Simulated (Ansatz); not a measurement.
In doubt: masses and optical values from hybrid runs of this build are listed as unsure (in some of the runs), which bears on the screening that GW takes from such a start.

Si3N4 (P6_3/m), computed twice by G0W0.

```cif
data_structure
_symmetry_space_group_name_H-M 'P 1'
_symmetry_Int_Tables_number 1
_cell_length_a 7.6044
_cell_length_b 7.6044
_cell_length_c 2.9063
_cell_angle_alpha 90.000
_cell_angle_beta 90.000
_cell_angle_gamma 120.000
_cell_volume 145.55
loop_
_atom_site_label
_atom_site_type_symbol
_atom_site_fract_x
_atom_site_fract_y
_atom_site_fract_z
_atom_site_occupancy
Si1 Si 0.76848 0.17456 0.25000 1
Si2 Si 0.59392 0.76848 0.75000 1
Si3 Si 0.82544 0.59392 0.25000 1
Si4 Si 0.23152 0.82544 0.75000 1
Si5 Si 0.40608 0.23152 0.25000 1
Si6 Si 0.17456 0.40608 0.75000 1
N7 N 0.03050 0.33024 0.25000 1
N8 N 0.70026 0.03050 0.75000 1
N9 N 0.66976 0.70026 0.25000 1
N10 N 0.96950 0.66976 0.75000 1
N11 N 0.29974 0.96950 0.25000 1
N12 N 0.33024 0.29974 0.75000 1
N13 N 0.66667 0.33333 0.25000 1
N14 N 0.33333 0.66667 0.75000 1
```

The cell and positions come from the Crystallography Open Database and are kept as given unless a step says otherwise.

The first (Ansatz 0.2.0; start PBE, 3×3×6 mesh, 370 empty bands, screening to 108 eV, PAW set soft_1 files; 1 × NVIDIA H100 80GB HBM3 (shared by 6 runs) with 2 threads of AMD EPYC 7R13 (Zen 3), shared host) gave, on its mesh: starting gap 4.32 eV, G0W0 gap 5.92 eV, RPA ε∞ (mean) 4.03, 38 s.

The second gave: starting gap 5.76 eV, G0W0 gap 6.54 eV, RPA ε∞ (mean) 3.45, 83 s.

**Question.** What was changed in the input? Choose among start, files, mesh, bands and cutoff, frequency model or another key.

Changed: start from PBE to HSE06. A jump of this size in the start, with ε∞ moving the other way, marks another functional. Other changes could give like numbers; this is the one that was made.

Limits: not at the basis limit.

[Paths, hosts, dates, memory and timing lines, banners, echoed tables and standing remarks are left out of the program output.]

[Logs are printed without paths, hosts, clocks, repeated set-up lines and the standing remarks that a program may print on its own settings, such as how far it seeks lower states.]

[Runs of the session that timed out or met a known fault of the program may be left out.]

[Cells called generated may have been cut or substituted from an entry of the Crystallography Open Database or the Materials Project.]

[Hosts, paths, dates, database ids (printed as entryN), source tags and the programs' standing remarks are cut or masked in the printed files.]
